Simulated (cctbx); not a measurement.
# What resolution and counting buy: Ba4V2Cu2S8O

Space group Fmmm (no. 69), a = 9.5220 Å, b = 9.5740 Å, c = 18.3310 Å, α = 90.00°, β = 90.00°, γ = 90.00°.

```csv
atom,mult.,x,y,z,Ueq (Å²)
Ba1,16,0,0.7551,0.3671,0.0129
Cu1,8,0.2772,0,0,0.0217
V1,8,3/4,0,1/4,0.0163
S1,8,3/4,3/4,1/4,0.0151
S2,8,0,0,0.2547,0.0176
S3,16,0.7241,0,0.3892,0.0182
O1,4,1/2,0,0,0.0331
```

This is a model crystal, built by substitution and not relaxed, with assumed displacement parameters.

Five simulated data sets (cctbx; Mo Kα, λ = 0.71073 Å; 4 % proportional error) differ in resolution or exposure (noise floor 8 counts in the first three, 8 in the last two). Each is refined with the right model, isotropic at 1.1 Å and anisotropic otherwise. How do the figures of merit and the uncertainties move?

| d min (Å) | top counts | ⟨I/σ⟩ (unmerged, absences included) | unique | param. (scale apart) | Rint | R1 | GooF | largest s.u. xyz (fractional) | s.u. U of O1 (Å²) | largest error (Å) |
| --- | --- | --- | --- | --- | --- | --- | --- | --- | --- | --- |
| 1.1 | 5000 | 1.6 | 207 | 13 | 0.054 | 0.0224 | 0.98 | 0.00041 | 0.0059 | 0.0095 |
| 0.84 | 5000 | 1.4 | 435 | 30 | 0.065 | 0.0261 | 0.99 | 0.00029 | 0.0124 | 0.0029 |
| 0.6 | 5000 | 1.0 | 1140 | 30 | 0.100 | 0.0328 | 0.95 | 0.00022 | 0.0081 | 0.0040 |
| 0.75 | 300 | 0.2 | 597 | 30 | 0.514 | 0.0965 | 0.92 | 0.00310 | 0.0284 | 0.1113 |
| 0.75 | 3000 | 1.0 | 597 | 30 | 0.106 | 0.0342 | 0.91 | 0.00038 | 0.0093 | 0.0125 |

The number of reflections grows roughly as 1/d³: 207, 435 and 1140 here. R1 follows the noise rather than the truth: at 300 counts it is 0.0965, at 3000 counts 0.0342, while GooF is 0.92 and 0.91: the weights 1/σ² carry the noise. The s.u. of U (U11 where anisotropic) for O1 goes 0.0059, 0.0124, 0.0081 Å² with resolution and 0.0284, 0.0093 Å² with exposure.

Hardware for the 0.6 Å refinement: 0.47 s on 1 thread of Arm Neoverse V2, on a shared host, peak memory 0.1 GiB.

[Logs are printed without paths, hosts, clocks, repeated set-up lines and the standing remarks that a program may print on its own settings, such as how far it seeks lower states.]
